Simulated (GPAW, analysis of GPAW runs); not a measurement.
# Hyperfine coupling of the NV- centre in 3C-SiC (PBE) (GPAW), part 2 of 2

How near does this set-up come to the measured hyperfine coupling? Subject: NV- centre in 3C-SiC. Set-up: PBE, plane waves 500 eV, 64-site cell, measured lattice, k: the zone centre alone then 2x2x2 shifted. The model is a cell of 64 host atoms with 1 site emptied and N put on another atom's site. The isotropic coupling follows from the spin density at the nucleus, the nuclear g-factor and the total spin. The measured lattice removes the functional's error in the volume.

GPAW 26.7.0; PBE, plane waves 500 eV, 64-site cell, measured lattice, k: the zone centre alone then 2x2x2 shifted.

So far: The structure; Relaxation, charge −1.

**2. Relaxation, charge −1 (continued)**

Level of this step: GPAW plane-wave PAW DFT, PBE; relaxation of all atoms of a defect supercell (GPAW).

The steps of the relaxation:

| step | energy less that of the first step (eV) |
| --- | --- |
| 0 | 0.0000 |
| 1 | -0.6668 |
| 2 | -1.0306 |
| 3 | -1.0998 |
| 4 | -1.2055 |
| 5 | -1.2256 |
| 6 | -1.2457 |
| 7 | -1.2512 |
| 8 | -1.2544 |
| 9 | -1.2556 |
| 10 | -1.2561 |
| 11 | -1.2563 |
| 12 | -1.2564 |

The atoms that moved most (Å):

| atom | dx | dy | dz | length |
| --- | --- | --- | --- | --- |
| N16 | -0.133 | 0.158 | 0.144 | 0.252 |
| C23 | -0.073 | -0.083 | -0.106 | 0.153 |
| C60 | 0.082 | 0.087 | -0.096 | 0.153 |
| C38 | 0.084 | -0.100 | 0.069 | 0.147 |
| Si12 | 0.029 | 0.052 | -0.012 | 0.061 |
| Si27 | 0.014 | -0.033 | 0.037 | 0.052 |
| C46 | -0.034 | -0.024 | -0.011 | 0.043 |
| Si34 | 0.005 | 0.034 | -0.025 | 0.043 |

The atoms nearest to the centre after the run:

| atom | distance (Å) |
| --- | --- |
| C23 | 2.045 |
| C60 | 2.045 |
| C38 | 2.049 |
| N16 | 2.131 |
| Si57 | 3.050 |
| Si28 | 3.051 |
| Si19 | 3.053 |
| Si58 | 3.054 |
| Si44 | 3.055 |
| Si34 | 3.056 |
| Si27 | 3.063 |
| Si42 | 3.064 |
| Si12 | 3.065 |
| Si59 | 3.072 |
| Si50 | 3.073 |
| Si51 | 3.074 |

Numbers from this step:

```
total moment : 2.000 μB
```

First to last step the energy falls by 1.256 eV; the largest move, 0.25 Å, is that of N16.

**3. Hyperfine parameters**

The relaxed structure is kept, and the final numbers are taken at the final level and k-points.

This step: GPAW plane-wave PAW DFT, PBE; single point of a defect supercell.

The input, run.py:

```python
import numpy as np
from ase.io import read, write
from ase.parallel import parprint, world
from gpaw import GPAW, PW
from gpaw.hyperfine import hyperfine_parameters
from gpaw.mpi import serial_comm
from ase import units

atoms = read('POSCAR')
magmoms = np.zeros(len(atoms))
magmoms[[15, 11, 26, 37]] = 2 / 4
atoms.set_initial_magnetic_moments(magmoms)
calc = GPAW(mode=PW(500),
            xc='PBE',
            kpts={'size': (2, 2, 2), 'gamma': False},
            charge=-1,
            occupations={'name': 'fermi-dirac', 'width': 0.01, 'fixmagmom': True},
            nbands=136,
            convergence={'density': 1e-05, 'bands': 133},
            maxiter=150,
            symmetry={'point_group': False},
            txt='gpaw.txt')
atoms.calc = calc
energy = atoms.get_potential_energy()
forces = atoms.get_forces()
parprint(f'Energy: {energy:.6f} eV, largest force {np.linalg.norm(forces, axis=1).max():.4f} eV/A')
calc.write('gs.gpw')
write('final.xyz', atoms)
parprint('Moments:', atoms.get_magnetic_moments().round(3))
for s in range(calc.get_number_of_spins()):
    parprint('Levels (eV), spin', s, calc.get_eigenvalues(kpt=0, spin=s)[-16:].round(3))
mhz = units._e / units._hplanck * 1e-6 / max(abs(atoms.get_magnetic_moment()), 1e-9)
world.barrier()
if world.rank == 0:
    serial = GPAW('gs.gpw', communicator=serial_comm, txt=None)
    A = hyperfine_parameters(serial)  # eV, to be multiplied by the nuclear g-factor
    parprint('Coupling n 14N (MHz):', round(np.mean([np.trace(A[i]) / 3 for i in [15]]) * 0.403761 * mhz, 3))
```

The input, POSCAR:

```
Si C  Si C  N  Si C  Si C  Si C  Si C  Si C  Si C 
 1.0000000000000000
     8.7159999999999993    0.0000000000000000    0.0000000000000000
     0.0000000000000000    0.0000000000000000   -8.7159999999999993
     0.0000000000000000    8.7159999999999993    0.0000000000000000
 Si  C   Si  C   N   Si  C   Si  C   Si  C   Si  C   Si  C   Si  C  
   4   4   4   3   1   4   4   4   4   4   4   4   4   4   4   3   4
Direct
  0.0000657411656723 -0.0002682044515833 -0.0001353717301514
  0.0004183444240477  0.2502469068379991  0.2507693070215696
[... 13 atom lines left out ...]
  0.3588361668196420  0.3586485624139514  0.6410212345112438
[... 2 atom lines left out ...]
  0.2528919905920147  0.4997611289582378  0.2518145617255622
[... 3 atom lines left out ...]
  0.3659287505736576  0.6359236140431391  0.3637116257457549
[... 3 atom lines left out ...]
  0.2514492140890317  0.4950559373565857  0.7484212964662690
  0.2528159132629647  0.7478366268930703  0.4998159947223497
[... 5 atom lines left out ...]
  0.5002073106929784  0.2524380025240937  0.2517292978430473
[... 3 atom lines left out ...]
  0.6362920364846261  0.3655740465810005  0.3636232446076182
[... 3 atom lines left out ...]
  0.4952988962826985  0.2512786312528683  0.7484014054612208
[... 1 atom line left out ...]
  0.7481552937127123  0.2525233398347866  0.4997926502983020
[... 12 atom lines left out ...]
  0.5002142427719137  0.7477523474070674  0.7470615523175769
  0.7482834935750344  0.4997614307021570  0.7471701009637449
[... 1 atom line left out ...]
  0.6364506918311152  0.6358966590178982  0.6340572957778798
[... 2 atom lines left out ...]
  0.8761926629187702  0.8759450929325380  0.6243910130793943
```

Started as:

```sh
OMP_NUM_THREADS=1 mpirun -n 8 gpaw python run.py > stdout
```

Log:

```text
__  _  _
 | _ |_)|_||  |
 |__||  | ||/\| - 26.7.0

Input parameters:
  mode=PW(ecut=500.0),
  charge=-1,
  convergence={'density': 1e-05, 'bands': 133},
  kpts=MonkhorstPack(size=(2, 2, 2), gamma=False),
  maxiter=150,
  nbands=136,
  occupations=Occupations(name='fermi-dirac', width=0.01, fixmagmom=True),
  symmetry=Symmetry(point_group=False),
  xc=XC(name='PBE')

Diagonalizing LCAO Hamiltonian
Converting LCAO to pw mode

                 Si        Si
                    C          C
          Si C       Si C
           Si Si      Si Si
       Si     CSiCSi     CSiC
           C     SN  C       C
         Si C      Si  C   Si  C
          Si Si C      Si  C
           Si Si      SiCSi
       Si     CSiCSi     CSiC
           C       C C       C
         Si C      Si  C
             Si        Si
                C          C

Atoms  # Å, Bohr magnetons
|    | symbol |         x |         y |         z |    initial magnetic moments |
|----|--------|-----------|-----------|-----------|-----------------------------|
|  0 |     Si |  0.000573 | -0.001180 |  0.002338 | ( 0.0000,  0.0000,  0.0000) |
|  1 |     Si |  0.003646 |  2.185705 | -2.181152 | ( 0.0000,  0.0000,  0.0000) |
|  2 |     Si |  2.183683 |  2.185520 | -0.001490 | ( 0.0000,  0.0000,  0.0000) |
|  3 |     Si |  2.178513 |  0.000876 | -2.175857 | ( 0.0000,  0.0000,  0.0000) |
|  4 |      C |  1.090311 |  1.092566 | -1.088168 | ( 0.0000,  0.0000,  0.0000) |
|  5 |      C |  1.111007 |  3.287904 | -3.265926 | ( 0.0000,  0.0000,  0.0000) |
|  6 |      C |  3.269043 |  3.287579 | -1.108201 | ( 0.0000,  0.0000,  0.0000) |
|  7 |      C |  3.267248 |  1.086650 | -3.263405 | ( 0.0000,  0.0000,  0.0000) |
|  8 |     Si |  0.004378 |  4.357807 | -0.001557 | ( 0.0000,  0.0000,  0.0000) |
|  9 |     Si | -0.000843 |  6.536935 | -2.175158 | ( 0.0000,  0.0000,  0.0000) |
| 10 |     Si |  2.179329 |  6.536908 |  0.004635 | ( 0.0000,  0.0000,  0.0000) |
| 11 |     Si |  2.192276 |  4.397813 | -2.189413 | ( 0.0000,  0.0000,  0.5000) |
| 12 |      C |  1.086204 |  5.449199 | -1.082121 | ( 0.0000,  0.0000,  0.0000) |
| 13 |      C |  1.085394 |  7.630099 | -3.263540 | ( 0.0000,  0.0000,  0.0000) |
| 14 |      C |  3.266470 |  7.629896 | -1.083047 | ( 0.0000,  0.0000,  0.0000) |
| 15 |      N |  3.127616 |  5.587141 | -3.125981 | ( 0.0000,  0.0000,  0.5000) |
| 16 |     Si |  0.004571 | -0.004334 | -4.354997 | ( 0.0000,  0.0000,  0.0000) |
| 17 |     Si |  0.009966 |  2.176566 | -6.535434 | ( 0.0000,  0.0000,  0.0000) |
[...]
| 20 |      C |  1.091179 |  1.082499 | -5.441650 | ( 0.0000,  0.0000,  0.0000) |
| 21 |      C |  1.090331 |  3.270521 | -7.630379 | ( 0.0000,  0.0000,  0.0000) |
| 22 |      C |  3.189435 |  3.170111 | -5.542710 | ( 0.0000,  0.0000,  0.0000) |
[...]
| 50 |     Si |  6.531203 |  2.183603 | -4.361796 | ( 0.0000,  0.0000,  0.0000) |
| 51 |     Si |  6.538671 | -0.009682 | -6.536134 | ( 0.0000,  0.0000,  0.0000) |
[...]
| 55 |      C |  7.629563 |  1.086435 | -7.625796 | ( 0.0000,  0.0000,  0.0000) |
| 56 |     Si |  4.359867 |  6.511388 | -6.517409 | ( 0.0000,  0.0000,  0.0000) |
| 57 |     Si |  6.522039 |  6.512335 | -4.355921 | ( 0.0000,  0.0000,  0.0000) |
| 58 |     Si |  6.532158 |  4.351038 | -6.528682 | ( 0.0000,  0.0000,  0.0000) |
| 59 |      C |  5.547304 |  5.526443 | -5.542475 | ( 0.0000,  0.0000,  0.0000) |
| 60 |      C |  5.445047 |  7.624840 | -7.630186 | ( 0.0000,  0.0000,  0.0000) |
| 61 |      C |  7.633465 |  7.625850 | -5.442379 | ( 0.0000,  0.0000,  0.0000) |
| 62 |      C |  7.636895 |  5.442192 | -7.634737 | ( 0.0000,  0.0000,  0.0000) |

Unit cell  # Å
| periodic |        x |        y |         z |  lengths |    angles |
|----------|----------|----------|-----------|----------|-----------|
|      yes | 8.716000 | 0.000000 |  0.000000 | 8.716000 | 90.000000 |
|      yes | 0.000000 | 0.000000 | -8.716000 | 8.716000 | 90.000000 |
|      yes | 0.000000 | 8.716000 |  0.000000 | 8.716000 | 90.000000 |

Number of symmetries: 1
Symmetry operations  # r_c * U_cc + t_c -> r_c
|   | kind |            matrix            |
|---|------|------------------------------|
| 0 |  E   |  1, 0, 0,  0, 1, 0,  0, 0, 1 |

BZ-sampling:
  Number of BZ points: 8
  Number of IBZ points: 4

  Monkhorst-Pack size: [2, 2, 2]
  Monkhorst-Pack shift: [0, 0, 0]

K-points  # in reciprocal-cell coordinates
|   |                                coordinates |     weight |
|---|--------------------------------------------|------------|
| 0 | (  0.25000000,  -0.25000000,  -0.25000000) | 0.25000000 |
| 1 | (  0.25000000,  -0.25000000,   0.25000000) | 0.25000000 |
| 2 | (  0.25000000,   0.25000000,  -0.25000000) | 0.25000000 |
| 3 | (  0.25000000,   0.25000000,   0.25000000) | 0.25000000 |

Plane wave coefficients: 16788
Cutoff: 500.0 eV

Spin-components: 2 (collinear spins)
Bands:           136
Projectors:      315
Spin-degeneracy: 1
Datatype:        complex128

Density:
  Valence electrons: 253.0
  Components: 2
  Grid points: [45 45 45]
  Charge: -1.0  # |e|

Potential:
  Grid points: [45 45 45]

species:
  Si:
    name:    Silicon
    Z:       14.0
    valence: 4
    core:    10
    charge:  0.0  # [|e|]
    compensation charges:
[...]
|   2p |  2.000 |      -5.284 |    0.635 |
    |    s |        |      13.461 |    0.635 |
    |    p |        |      21.927 |    0.635 |
    |    d |        |       0.000 |    0.635 |

    Using partial waves for C as LCAO basis

  N:
    name:    Nitrogen
    Z:       7.0
    valence: 5
    core:    2
    charge:  0.0  # [|e|]
    compensation charges:
      type: gauss
      rc: 0.18  # [Å]
      lmax: 2
    cutoffs:
      filter: 1.11  # [Å]
      core: 0.96  # [Å]
    projectors
    | kind |    occ | energy [eV] | rcut [Å] |
    |------|--------|-------------|----------|
    |   2s |  2.000 |     -18.583 |    0.603 |
    |   2p |  3.000 |      -7.089 |    0.529 |
    |    s |        |       8.629 |    0.603 |
    |    p |        |      20.123 |    0.529 |
    |    d |        |       0.000 |    0.577 |

    Using partial waves for N as LCAO basis

Reference energy: -277814.864841  # eV

eigensolver:
  PPCG
  Converge bands: 133
  niter=2

density mixing:
  MSR1-Mixer
  Pratt-step length: 0.05
  Maximum mixing coefficient: 0.75
  Old densities: 10
  SVD Regularization: 0.005
  Good broyden scale: 1.0
  Trust region scale: 1.0
  Backstep threshold: 4.0
  History deletion threshold: 6.0
  Fourier metric: weight=20.0, sigma=0.015

occupation numbers:
  Fixed magnetic moment: 2.000
  Fermi-Dirac:
    width: 0.0100  # eV

poisson solver:
  ecut: 4000.0  # eV
  uniform background charge: -1.0  # electrons

xc functional:
  name: PBE with 2 nearest neighbor stencil

Initialization done in: 11.331 s

convergence criteria:
- Maximum integral of absolute [dens]ity change: 1e-05 electrons / valence electron
- Maximum [total energy] change in last 3 cyles: 0.0005 eV / valence electron
- Maximum integral of absolute [eigenst]ate change: 4e-08 eV^2 / valence electron
maximum number of iterations: 150

SCF iterations
|iter     | |      energy | eigst |  dens |  magmom |
|---------|-|-------------|-------|-------|---------|
|iter:   1| | -506.515931 | +0.05 |       |  +1.9906|
|iter:   2| | -495.865787 | -1.27 | -0.56 |  +1.9911|
|iter:   3| | -459.439608 | -0.22 | -0.60 |  +1.9966|
|iter:   4| | -459.656758 | -1.05 | -1.23 |  +1.9981|
|iter:   5| | -459.014243 | -1.36 | -1.49 |  +1.9987|
|iter:   6| | -458.901191 | -2.04 | -1.68 |  +1.9996|
|iter:   7| | -458.822664 | -2.65 | -2.06 |  +1.9998|
|iter:   8| | -458.824402c| -3.65 | -2.47 |  +1.9999|
|iter:   9| | -458.827221c| -4.14 | -2.75 |  +2.0000|
|iter:  10| | -458.827400c| -4.55 | -3.15 |  +2.0000|
|iter:  11| | -458.827415c| -4.88 | -3.46 |  +2.0000|
|iter:  12| | -458.827450c| -5.17 | -3.80 |  +2.0000|
|iter:  13| | -458.827460c| -5.39 | -4.07 |  +2.0000|
|iter:  14| | -458.827461c| -5.62 | -4.32 |  +2.0000|
|iter:  15| | -458.827461c| -5.81 | -4.61 |  +2.0000|
|iter:  16| | -458.827461c| -6.02 | -4.81 |  +2.0000|
|iter:  17| | -458.827461c| -6.25 | -5.18c|  +2.0000|
|iter:  18| | -458.827461c| -6.47 | -5.49c|  +2.0000|
|iter:  19| | -458.827461c| -6.66 | -5.83c|  +2.0000|
|iter:  20| | -458.827461c| -6.86 | -6.04c|  +2.0000|
|iter:  21| | -458.827461c| -7.07 | -6.29c|  +2.0000|
|iter:  22| | -458.827461c| -7.25 | -6.47c|  +2.0000|
|iter:  23| | -458.827461c| -7.45c| -6.89c|  +2.0000|

Converged in 23 steps
SCF loop duration: 251.709 s (10.944 s/step)
Energy contributions relative to reference atoms: (reference = -277814.864841)

Energy contributions:
  Kinetic:         533.133375
  Coulomb:        -431.729218
  Zero:             -0.835688
  External:          0.000000
  Xc:             -559.395930
  Entropy:          -0.000000
  Spinorbit:         0.000000
  ----------------------------
  Free energy:    -458.827461
  Extrapolated:   -458.827461

dipole moment: (-116.601123, 107.800631, 41.927925)  # |e|*Ang

Total magnetic moment: (0.000000, 0.000000, 2.000000)

Local magnetic moments
|        x |        y |         z |
|----------|----------|-----------|
| 0.000000 | 0.000000 |  0.000145 |  # Si   0
| 0.000000 | 0.000000 | -0.000467 |  # Si   1
| 0.000000 | 0.000000 | -0.000466 |  # Si   2
| 0.000000 | 0.000000 | -0.000628 |  # Si   3
| 0.000000 | 0.000000 |  0.001260 |  # C    4
| 0.000000 | 0.000000 |  0.001276 |  # C    5
| 0.000000 | 0.000000 |  0.001281 |  # C    6
| 0.000000 | 0.000000 |  0.001471 |  # C    7
| 0.000000 | 0.000000 |  0.009833 |  # Si   8
| 0.000000 | 0.000000 | -0.000627 |  # Si   9
[...]
Fermi levels: 9.857, 8.667
Eigenvalues  # (at kpt = [0.250, -0.250, -0.250])
| band index |      eig [eV] | occ [0-1] |      eig [eV] | occ [0-1] |
|------------|---------------|-----------|---------------|-----------|
|          0 |        -7.919 |     1.000 |        -7.911 |     1.000 |
|        ... |               |           |               |           |
|        119 |         7.001 |     1.000 |         7.103 |     1.000 |
|        120 |         7.130 |     1.000 |         7.174 |     1.000 |
|        121 |         7.178 |     1.000 |         7.290 |     1.000 |
|        122 |         7.299 |     1.000 |         7.330 |     1.000 |
|        123 |         7.560 |     1.000 |         7.636 |     1.000 |
|        124 |         7.589 |     1.000 |         7.657 |     1.000 |
|        125 |         7.919 |     1.000 |         8.432 |     1.000 |
|        126 |         8.183 |     1.000 |         9.072 |     0.000 |
|        127 |         8.521 |     1.000 |         9.421 |     0.000 |
[...]
|        131 |        11.568 |     0.000 |        11.586 |     0.000 |
|        132 |        11.637 |     0.000 |        11.659 |     0.000 |
|        133 |        11.639 |     0.000 |        11.675 |     0.000 |
|        134 |        12.160 |     0.000 |        12.176 |     0.000 |
|        135 |        12.453 |     0.000 |        12.500 |     0.000 |

Gap: 0.824 eV
Transition (v -> c):
  (s=1, k=2, n=127, [0.25, 0.25, -0.25]) -> (s=0, k=1, n=128, [0.25, -0.25, 0.25])
Direct/indirect transitions are different
Direct gap: 0.839 eV
Transition at: (s=1->0, k=2, n=127, [0.25, 0.25, -0.25])

Forces  # eV/Ang
|        x |        y |        z |
|----------|----------|----------|
[...]
| -0.01626 | -0.01023 |  0.01175 |  # Si  58
| -0.13515 | -0.22454 |  0.12645 |  # C   59
| -0.09254 |  0.00428 | -0.00176 |  # C   60
| -0.00053 | -0.00137 |  0.09264 |  # C   61
|  0.00469 | -0.04106 | -0.00260 |  # C   62

# Writing to gs.gpw (mode='')
```

It took 4.5 min on 8 MPI ranks of Arm Neoverse V1, shared host; peak memory 5.3 GiB; 36 min of CPU time.

Numbers from this step:

```yaml
total_moment: 2.000 μB
```

**4. Outcome**

```
14N, isotropic part (sign not measured) : -0.9 MHz
```

14N, isotropic part (sign not measured): computed -0.9 MHz, measured -1.26 MHz (size measured, sign taken from theory); 0.4 MHz (31 %) smaller in size than the measurement. Only the isotropic (Fermi contact) part is computed, with core polarisation; no vibrational averaging. Limits: the periodic copies of the defect are only 8.7 Å apart.

[Logs are printed without paths, hosts, clocks, repeated set-up lines and the standing remarks that a program may print on its own settings, such as how far it seeks lower states.]

[Hosts, paths, dates, database ids (printed as entryN), source tags and the programs' standing remarks are cut or masked in the printed files.]

[For some hosts the program warned that the k-mesh of the response run may be too coarse for force constants and the static dielectric constant; such warnings are not shown here.]
